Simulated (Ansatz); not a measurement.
Ti (P6_3/mmc): the Drude term of Re ε in the infrared

Re ε of Ti (P6_3/mmc) along x at low photon energies is read from one computed spectrum; the carriers' damping was typed as γ = 0.1 eV. x, y and z are the Cartesian axes of the input cell.

Cell: a, b, c = 2.950, 2.950, 4.680 Å (primitive vectors), 2 atoms.

Method: Ansatz 0.2.0, PBE, independent particles, k-mesh 15×15×7 with interpolation inside its cells, Gaussian parameter 0.15 eV.

Launch of the response step: `ansatz run input.yaml --threads 4 --pin off --max-ram 8192MiB --backend cpu --events-out ev --progress --plain --runs-dir out`. The run took 21 s, on 4 threads of Intel(R) Xeon(R) Platinum 8488C (Sapphire Rapids) (shared host).

```
photon energy E (eV)  wavelength (µm)    Re ε
                0.25             4.96  -144.7
                0.30             4.13   -93.7
                0.35             3.54   -58.4
                0.40             3.10       ?
                0.50             2.48     0.9
                0.60             2.07    14.7
                0.70             1.77    16.4
```

A Drude term over a constant background gives Re ε = ε_b − ωp²/(E² + γ²), linear in 1/(E² + γ²).

Working, on the rows shown:

| x = 1/(E² + γ²) (eV⁻²) | y = Re ε |
| --- | --- |
| 13.7931 | -144.7 |
| 10 | -93.7 |
| 7.54717 | -58.4 |
| 3.84615 | 0.9 |
| 2.7027 | 14.7 |
| 2 | 16.4 |

Means: x̄ = 6.6482, ȳ = -44.133. Σ(x − x̄)(y − ȳ) = -1537, Σ(x − x̄)² = 108.1. Slope = -1537 / 108.1 = -14.22; intercept = ȳ − slope · x̄ = 50.39. The line misses the rows shown by at most 5.6.

Question: Predict the last column of the withheld row from the fit.

Answer: At x = 5.8824 the line gives y = -33.245. The run gave -32.4, so the interpolation is off by 0.84, 0.5 % of the range in the table.

Refitted with all rows, the slope is -14.22 and the intercept 50.544. These give ωp = √(−slope) = 3.77 eV, against 3.76 eV from the program's Fermi-surface sum, and a background ε_b = 50.5 from interband transitions. The values come from a sum over the points of one k-mesh and carry its error, which is largest for Fermi-surface quantities.

[Logs are printed without paths, hosts, clocks, repeated set-up lines and the standing remarks that a program may print on its own settings, such as how far it seeks lower states.]
